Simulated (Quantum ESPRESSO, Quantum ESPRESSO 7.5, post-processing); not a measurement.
**Ru(0001), 4 layers: solver and mixing choices**

Which eigensolver and mixing suits Ru(0001), 4 layers? The physics should not care; the clock does.

Method: plane-wave DFT, PBE, GBRV ultrasoft pseudopotentials, in Quantum ESPRESSO 7.5.

Report form: the programs' logs are mostly left out.

## 1. The structure

The cell holds 4 atoms: 4 Ru. Its edges and angles: a = 2.700 Å, b = 2.700 Å, c = 22.415 Å, α = 90.0°, β = 90.0°, γ = 60.0°. It derives from Ru. Vacuum lies along c.

## 2. Self-consistent run: david, local-TF mixing, beta 0.4, history 8

The first run is the reference of the series.

c0.in

```
&control
  prefix = 'c0'
  outdir = './out'
  pseudo_dir = './pseudo'
  calculation = 'scf'
  tprnfor = .true.
/
&system
  ibrav = 0
  nat = 4
  ntyp = 1
  ecutwfc = 40
  ecutrho = 200
  occupations = 'smearing'
  smearing = 'mv'
  degauss = 0.02
  assume_isolated = 'esm'
  esm_bc = 'bc1'
/
&electrons
  conv_thr = 1e-07
  mixing_beta = 0.4
  electron_maxstep = 80
  mixing_mode = 'local-TF'
  diagonalization = 'david'
  mixing_ndim = 8
/
ATOMIC_SPECIES
  Ru  101.0700  ru_pbe_v1.2.uspp.F.UPF
CELL_PARAMETERS angstrom
  2.70000000000000 0.00000000000000 0.00000000000000
  1.35000000000000 2.33826859021798 0.00000000000000
  0.00000000000000 0.00000000000000 22.41520000000000
ATOMIC_POSITIONS crystal
  Ru  0.666666666700 0.666666666700 -0.143099325458
  Ru  0.000000000000 0.000000000000 -0.047699775153
  Ru  0.666666666700 0.666666666700 0.047699775153
  Ru  0.000000000000 0.000000000000 0.143099325458
K_POINTS automatic
  12 12 1 0 0 0
```

Launch:

```
> OMP_NUM_THREADS=1 mpirun -n 4 pw.x -nk 4 -in c0.in > c0.out
```

Elapsed: 62 s, on 4 MPI ranks of Arm Neoverse V1, shared host; peak memory 0.44 GiB; 4.1 min of CPU time.

This step gave:

* free energy: -10569.9797 eV
* Fermi energy: -5.115 eV
* vacuum line at the lower end of the cell, over the Fermi level: 5.115 eV
* vacuum line at the upper end of the cell, over the Fermi level: 5.115 eV

Electrostatic potential energy of an electron; zero at the Fermi level. Potential energy, planar mean against z:

z (Å), potential energy, planar mean (eV) and a bar from the least value:
```
    -11.0        5.1 ##############################
    -10.5        5.1 ##############################
    -10.0        5.1 ##############################
     -9.5        5.1 ##############################
     -9.0        5.1 ##############################
     -8.5        5.1 ##############################
     -8.0        5.1 ##############################
     -7.5        5.1 ##############################
     -7.0        5.1 ##############################
     -6.5        5.1 ##############################
     -6.0        5.1 ##############################
     -5.5        4.9 ##############################
     -5.0        4.4 ##############################
     -4.5        2.7 #############################
     -4.0       -3.9 #########################
     -3.5      -33.4 ########
     -3.0      -39.9 ####
     -2.5       -6.8 #######################
     -2.0       -2.6 ##########################
     -1.5      -22.6 ##############
     -1.0      -47.6 
     -0.5      -13.0 ####################
      0.0       -2.0 ##########################
      0.5      -13.0 ####################
      1.0      -47.6 
      1.5      -22.6 ##############
      2.0       -2.6 ##########################
      2.5       -6.8 #######################
      3.0      -39.9 ####
      3.5      -33.4 ########
      4.0       -3.9 #########################
      4.5        2.7 #############################
      5.0        4.4 ##############################
      5.5        4.9 ##############################
      6.0        5.1 ##############################
      6.5        5.1 ##############################
      7.0        5.1 ##############################
      7.5        5.1 ##############################
      8.0        5.1 ##############################
      8.5        5.1 ##############################
      9.0        5.1 ##############################
      9.5        5.1 ##############################
     10.0        5.1 ##############################
     10.5        5.1 ##############################
     11.0        5.1 ##############################
```

The program's own clock; routines nest. Time by routine:

```
     routine  wall time (s)  calls
       PWSCF          61.28      1
   electrons          59.95      1
     c_bands          45.83     27
     cegterg          41.28    135
       h_psi          29.87   1059
        fftw          27.81  36472
    vloc_psi          25.92   1059
     mix_rho           6.14     27
    sum_band           6.09     27
        ffts            4.2   2925
      calbec           2.61   1214
h_psi:calbec           1.94   1059
  add_vuspsi           1.93   1059
       s_psi            1.9   1059
```

The vacuum levels are read from the outermost 0.7 Å of the cell on either side.

The run needed 27 iterations to bring the estimated error under 1e-07 Ry; the largest force on any atom, held or free, is 0.53 eV/Å.

Inside the slab this potential holds the local part of the pseudopotentials, which can be repulsive at the nuclei; only its value in the vacuum has a meaning of its own.

## 3. SCF with pw.x: david, plain mixing, beta 0.4, history 8

c1.in is the input of step 2 with these lines changed:

```diff
@@ -1,3 +1,3 @@
 &control
-  prefix = 'c0'
+  prefix = 'c1'
   outdir = './out'
@@ -23,3 +23,3 @@
   electron_maxstep = 80
-  mixing_mode = 'local-TF'
+  mixing_mode = 'plain'
   diagonalization = 'david'
```

Launch:

```
> OMP_NUM_THREADS=1 mpirun -n 4 pw.x -nk 4 -in c1.in > c1.out
```

Wall time 70 s (4 MPI ranks); peak memory 0.44 GiB; 4.6 min of CPU time.

This step gave:

```
Fermi energy                                                   : -5.116 eV
vacuum line at the lower end of the cell, over the Fermi level : 5.116 eV
vacuum line at the upper end of the cell, over the Fermi level : 5.116 eV
```

The program's own clock; routines nest. Time by routine:

```
     routine  wall time (s)  calls
       PWSCF          69.22      1
   electrons           67.9      1
     c_bands          57.97     33
     cegterg          53.73    165
       h_psi           38.6   1270
        fftw          35.71  46856
    vloc_psi          33.54   1270
    sum_band           7.46     33
      calbec            3.3   1455
h_psi:calbec           2.49   1270
  add_vuspsi           2.48   1270
       s_psi           2.44   1270
     cdiaghg           1.75   1265
    v_of_rho           1.29     34
```

Counted from each run's own zero (the Fermi level), the vacuum level differs from the first run's by +1 meV.

## 4. Self-consistent run: david, plain mixing, beta 0.7, history 8

c2.in is the input of step 3 with these lines changed:

```diff
@@ -1,3 +1,3 @@
 &control
-  prefix = 'c1'
+  prefix = 'c2'
   outdir = './out'
@@ -21,3 +21,3 @@
   conv_thr = 1e-07
-  mixing_beta = 0.4
+  mixing_beta = 0.7
   electron_maxstep = 80
```

Launch:

```
> OMP_NUM_THREADS=1 mpirun -n 4 pw.x -nk 4 -in c2.in > c2.out
```

The job ended after 80 s (4 MPI ranks; peak memory 0.44 GiB; 5.3 min of CPU time).

Read from the output:

| Item | Value |
| --- | --- |
| Fermi energy | -5.114 eV |
| vacuum line at the lower end of the cell, over the Fermi level | 5.114 eV |
| vacuum line at the upper end of the cell, over the Fermi level | 5.114 eV |

The program's own clock; routines nest. Time by routine:

```
     routine  wall time (s)  calls
       PWSCF          79.09      1
   electrons          77.76      1
     c_bands          65.51     41
     cegterg          61.19    207
       h_psi          43.79   1631
        fftw          40.66  54314
    vloc_psi          37.92   1631
    sum_band           9.21     41
      calbec           3.86   1856
h_psi:calbec           2.89   1631
  add_vuspsi           2.87   1631
       s_psi           2.82   1631
     cdiaghg           2.23   1626
    v_of_rho           1.57     42
```

Counted from each run's own zero (the Fermi level), the vacuum level differs from the first run's by -1 meV.

## 5. Ground state: david, TF mixing, beta 0.4, history 8

c3.in is the input of step 4 with these lines changed:

```diff
@@ -1,3 +1,3 @@
 &control
-  prefix = 'c2'
+  prefix = 'c3'
   outdir = './out'
@@ -21,5 +21,5 @@
   conv_thr = 1e-07
-  mixing_beta = 0.7
+  mixing_beta = 0.4
   electron_maxstep = 80
-  mixing_mode = 'plain'
+  mixing_mode = 'TF'
   diagonalization = 'david'
```

Launch:

```
> OMP_NUM_THREADS=1 mpirun -n 4 pw.x -nk 4 -in c3.in > c3.out
```

Elapsed: 88 s, on 4 MPI ranks; peak memory 0.44 GiB.

Numbers from this step:

- Fermi energy: -5.108 eV
- vacuum line at the lower end of the cell, over the Fermi level: 5.108 eV
- vacuum line at the upper end of the cell, over the Fermi level: 5.108 eV

The program's own clock; routines nest. Time by routine:

```
     routine  wall time (s)  calls
       PWSCF          87.15      1
   electrons          85.82      1
     c_bands          72.97     42
     cegterg          67.07    210
       h_psi          47.86   1814
        fftw          44.15  58290
    vloc_psi          41.47   1814
    sum_band           9.59     42
      calbec           4.14   2044
h_psi:calbec           3.14   1814
  add_vuspsi           3.13   1814
       s_psi           3.07   1814
     cdiaghg           2.53   1809
    v_of_rho           1.74     43
```

Counted from each run's own zero (the Fermi level), the vacuum level differs from the first run's by -7 meV.

## 6. Ground state: david, local-TF mixing, beta 0.7, history 8

c4.in is the input of step 5 with these lines changed:

```diff
@@ -1,3 +1,3 @@
 &control
-  prefix = 'c3'
+  prefix = 'c4'
   outdir = './out'
@@ -21,5 +21,5 @@
   conv_thr = 1e-07
-  mixing_beta = 0.4
+  mixing_beta = 0.7
   electron_maxstep = 80
-  mixing_mode = 'TF'
+  mixing_mode = 'local-TF'
   diagonalization = 'david'
```

Launch:

```
> OMP_NUM_THREADS=1 mpirun -n 4 pw.x -nk 4 -in c4.in > c4.out
```

The job ended after 44 s (4 MPI ranks; peak memory 0.44 GiB).

Read from the output:

```
Fermi energy                                                   : -5.114 eV
vacuum line at the lower end of the cell, over the Fermi level : 5.114 eV
vacuum line at the upper end of the cell, over the Fermi level : 5.114 eV
```

The program's own clock; routines nest. Time by routine:

```
     routine  wall time (s)  calls
       PWSCF          43.03      1
   electrons           41.7      1
     c_bands          32.26     18
     cegterg          29.08     90
       h_psi          20.91    770
        fftw          19.17  25652
    vloc_psi           18.1    770
     mix_rho           4.11     18
    sum_band           4.07     18
        ffts           2.82   1968
      calbec           1.85    880
h_psi:calbec           1.38    770
  add_vuspsi           1.37    770
       s_psi           1.35    770
```

Counted from each run's own zero (the Fermi level), the vacuum level differs from the first run's by -1 meV.

## 7. SCF with pw.x: david, local-TF mixing, beta 0.2, history 8

c5.in is the input of step 6 with these lines changed:

```diff
@@ -1,3 +1,3 @@
 &control
-  prefix = 'c4'
+  prefix = 'c5'
   outdir = './out'
@@ -21,3 +21,3 @@
   conv_thr = 1e-07
-  mixing_beta = 0.7
+  mixing_beta = 0.2
   electron_maxstep = 80
```

Launch:

```
> OMP_NUM_THREADS=1 mpirun -n 4 pw.x -nk 4 -in c5.in > c5.out
```

Wall time 80 s (4 MPI ranks); peak memory 0.44 GiB; 5.3 min of CPU time.

Read from the output:

```
Fermi energy                                                   : -5.113 eV
vacuum line at the lower end of the cell, over the Fermi level : 5.113 eV
vacuum line at the upper end of the cell, over the Fermi level : 5.113 eV
```

The program's own clock; routines nest. Time by routine:

```
     routine  wall time (s)  calls
       PWSCF          79.71      1
   electrons          78.39      1
     c_bands          61.02     33
     cegterg          56.67    165
       h_psi          40.42   1353
        fftw          36.97  49140
    vloc_psi           35.1   1353
     mix_rho           7.76     33
    sum_band            7.3     33
        ffts           5.31   3705
      calbec           3.42   1538
h_psi:calbec           2.62   1353
  add_vuspsi           2.61   1353
       s_psi           2.57   1353
```

Counted from each run's own zero (the Fermi level), the vacuum level differs from the first run's by -2 meV.

## 8. SCF with pw.x: david, local-TF mixing, beta 0.4, history 4

c6.in is the input of step 7 with these lines changed:

```diff
@@ -1,3 +1,3 @@
 &control
-  prefix = 'c5'
+  prefix = 'c6'
   outdir = './out'
@@ -21,3 +21,3 @@
   conv_thr = 1e-07
-  mixing_beta = 0.2
+  mixing_beta = 0.4
   electron_maxstep = 80
@@ -25,3 +25,3 @@
   diagonalization = 'david'
-  mixing_ndim = 8
+  mixing_ndim = 4
 /
```

Launch:

```
> OMP_NUM_THREADS=1 mpirun -n 4 pw.x -nk 4 -in c6.in > c6.out
```

It took 50 s on 4 MPI ranks; peak memory 0.43 GiB.

The program's own clock; routines nest. Time by routine:

```
     routine  wall time (s)  calls
       PWSCF          49.77      1
   electrons          48.46      1
     c_bands          37.62     21
     cegterg          33.99    105
       h_psi          24.38    918
        fftw          22.39  29820
    vloc_psi          21.12    918
    sum_band           4.69     21
     mix_rho           4.67     21
        ffts           3.23   2247
      calbec           2.14   1043
h_psi:calbec            1.6    918
  add_vuspsi            1.6    918
       s_psi           1.57    918
```

Counted from each run's own zero (the Fermi level), the vacuum level differs from the first run's by -2 meV.

## 9. SCF with pw.x: cg, local-TF mixing, beta 0.4, history 8

c7.in is the input of step 8 with these lines changed:

```diff
@@ -1,3 +1,3 @@
 &control
-  prefix = 'c6'
+  prefix = 'c7'
   outdir = './out'
@@ -24,4 +24,4 @@
   mixing_mode = 'local-TF'
-  diagonalization = 'david'
-  mixing_ndim = 4
+  diagonalization = 'cg'
+  mixing_ndim = 8
 /
```

Launch:

```
> OMP_NUM_THREADS=1 mpirun -n 4 pw.x -nk 4 -in c7.in > c7.out
```

Run time: 49 s. Hardware: 4 MPI ranks; peak memory 0.44 GiB; 3.2 min of CPU time.

Read from the output:

```
Fermi energy                                                   : -5.114 eV
vacuum line at the lower end of the cell, over the Fermi level : 5.114 eV
vacuum line at the upper end of the cell, over the Fermi level : 5.114 eV
```

The program's own clock; routines nest. Time by routine:

```
  routine  wall time (s)  calls
    PWSCF             48      1
electrons          46.67      1
  c_bands          36.69     19
 ccgdiagg          28.07     95
    h_psi          26.52   8797
  hs_1psi          22.03   8702
     fftw          21.83  28374
 vloc_psi          20.82   8797
   wfcrot           8.07     95
    s_psi           4.91  17499
   calbec           4.44  17614
  mix_rho           4.33     19
 sum_band           4.31     19
   s_1psi              4   8702
```

Counted from each run's own zero (the Fermi level), the vacuum level differs from the first run's by -1 meV.

## 10. Ground state: ppcg, local-TF mixing, beta 0.4, history 8

c8.in is the input of step 9 with these lines changed:

```diff
@@ -1,3 +1,3 @@
 &control
-  prefix = 'c7'
+  prefix = 'c8'
   outdir = './out'
@@ -24,3 +24,3 @@
   mixing_mode = 'local-TF'
-  diagonalization = 'cg'
+  diagonalization = 'ppcg'
   mixing_ndim = 8
```

Launch:

```
> OMP_NUM_THREADS=1 mpirun -n 4 pw.x -nk 4 -in c8.in > c8.out
```

It took 0.48 s on 4 MPI ranks; peak memory 0.09 GiB.

The input was rejected at the start.

The fault put into the input: an eigensolver that this release has dropped (electrons.diagonalization = "ppcg").

The message: “iosys (1): PPCG diagonalization not supported anymore (Dec. 2024)”. This release no longer has that solver; david, paro or rmm-davidson serve.

## 11. Ground state: paro, local-TF mixing, beta 0.4, history 8

c9.in is the input of step 10 with these lines changed:

```diff
@@ -1,3 +1,3 @@
 &control
-  prefix = 'c8'
+  prefix = 'c9'
   outdir = './out'
@@ -24,3 +24,3 @@
   mixing_mode = 'local-TF'
-  diagonalization = 'ppcg'
+  diagonalization = 'paro'
   mixing_ndim = 8
```

Launch:

```
> OMP_NUM_THREADS=1 mpirun -n 4 pw.x -nk 4 -in c9.in > c9.out
```

Elapsed: 93 s, on 4 MPI ranks; peak memory 0.44 GiB; 6.2 min of CPU time.

Numbers from this step:

| Quantity | Value |
| --- | --- |
| Fermi energy | -5.115 eV |
| vacuum line at the lower end of the cell, over the Fermi level | 5.115 eV |
| vacuum line at the upper end of the cell, over the Fermi level | 5.115 eV |

The program's own clock; routines nest. Time by routine:

```
     routine  wall time (s)  calls
       PWSCF          92.74      1
   electrons          91.42      1
     c_bands          81.52     19
      paro_k          67.41     95
       h_psi          43.96   2195
    vloc_psi          37.73   2195
        fftw           37.5  49778
    sum_band            4.3     19
     mix_rho           4.26     19
      calbec           3.55   2310
h_psi:calbec           3.06   2195
  add_vuspsi           3.05   2195
       s_psi              3   2195
        ffts           2.93   2037
```

Counted from each run's own zero (the Fermi level), the vacuum level differs from the first run's by +0 meV.

## 12. Self-consistent run: rmm-davidson, local-TF mixing, beta 0.4, history 8

c10.in is the input of step 11 with these lines changed:

```diff
@@ -1,3 +1,3 @@
 &control
-  prefix = 'c9'
+  prefix = 'c10'
   outdir = './out'
@@ -24,3 +24,3 @@
   mixing_mode = 'local-TF'
-  diagonalization = 'paro'
+  diagonalization = 'rmm-davidson'
   mixing_ndim = 8
```

Launch:

```
> OMP_NUM_THREADS=1 mpirun -n 4 pw.x -nk 4 -in c10.in > c10.out
```

Elapsed: 51 s, on 4 MPI ranks; peak memory 0.47 GiB.

This step gave:

```
Fermi energy                                                   : -5.116 eV
vacuum line at the lower end of the cell, over the Fermi level : 5.116 eV
vacuum line at the upper end of the cell, over the Fermi level : 5.116 eV
```

The program's own clock; routines nest. Time by routine:

```
     routine  wall time (s)  calls
       PWSCF          50.49      1
   electrons          49.16      1
     c_bands          36.55     24
       h_psi          26.79    739
        fftw           24.9  33022
    vloc_psi           23.3    739
   crmmdiagg          12.04     90
      wfcrot           8.47     95
     mix_rho           5.56     24
    sum_band           5.36     24
        ffts           3.81   2658
      calbec           2.33    879
h_psi:calbec           1.72    739
  add_vuspsi            1.7    739
```

Counted from each run's own zero (the Fermi level), the vacuum level differs from the first run's by +1 meV.

## 13. The series side by side

All levels:

```
                                             level  vacuum level over the Fermi level (eV)  its change from the first (meV)  energy from the first (meV an atom)  SCF iterations  wall time (s)  peak memory (GiB)  CPU time (s)
       david, local-TF mixing, beta 0.4, history 8                                   5.115                                0                                    0              27          61.81               0.44           247
          david, plain mixing, beta 0.4, history 8                                   5.116                                1                                    0              33          69.75               0.44         278.8
          david, plain mixing, beta 0.7, history 8                                   5.114                             -1.4                              6.80e-5              41          79.62               0.44         318.2
             david, TF mixing, beta 0.4, history 8                                   5.108                             -7.1                              3.40e-5              42          87.69               0.44         350.5
       david, local-TF mixing, beta 0.7, history 8                                   5.114                             -1.3                              1.36e-4              18          43.56               0.44           174
       david, local-TF mixing, beta 0.2, history 8                                   5.113                             -2.2                             -1.02e-4              33          80.24               0.44         320.7
       david, local-TF mixing, beta 0.4, history 4                                   5.113                             -1.7                              1.02e-4              21          50.31               0.43           201
          cg, local-TF mixing, beta 0.4, history 8                                   5.114                             -1.1                                    0              19          48.53               0.44         193.8
        paro, local-TF mixing, beta 0.4, history 8                                   5.115                              0.4                              3.40e-4              19          93.28               0.44         372.8
rmm-davidson, local-TF mixing, beta 0.4, history 8                                   5.116                              1.4                              6.46e-4              24          51.02               0.47         203.8
```

## 14. What came out

```yaml
fastest: david, local-TF mixing, beta 0.7, history 8: 44 s, 18 iterations
slowest_that_converged: paro, local-TF mixing, beta 0.4, history 8: 93 s, 19 iterations
fewest_iterations: david, local-TF mixing, beta 0.7, history 8: 18
largest_change_of_the_vacuum_level: 7 meV
```

In words: The fastest choice is david, local-TF mixing, beta 0.7, history 8: 44 s, 18 iterations. The converged runs took 18 to 42 iterations and agree within 9 meV in the vacuum level; counts also move with the parallel layout and the random start, so differences of a few iterations rank nothing. Refused or stopped by an error: ppcg, local-TF mixing, beta 0.4, history 8. The times come from a shared host and are rough. Peak memory is sampled during the run and can miss the peak. The geometry is as built, not relaxed.

[Logs are printed without paths, hosts, clocks, repeated set-up lines and the standing remarks that a program may print on its own settings, such as how far it seeks lower states.]

[Hosts, paths, dates, database ids (printed as entryN), source tags and the programs' standing remarks are cut or masked in the printed files.]

[Maps of the electrostatic potential energy from Ansatz leave out the sawtooth potential of an applied field or a dipole correction, so their vacuum need not be flat; planar profiles and work functions include it.]
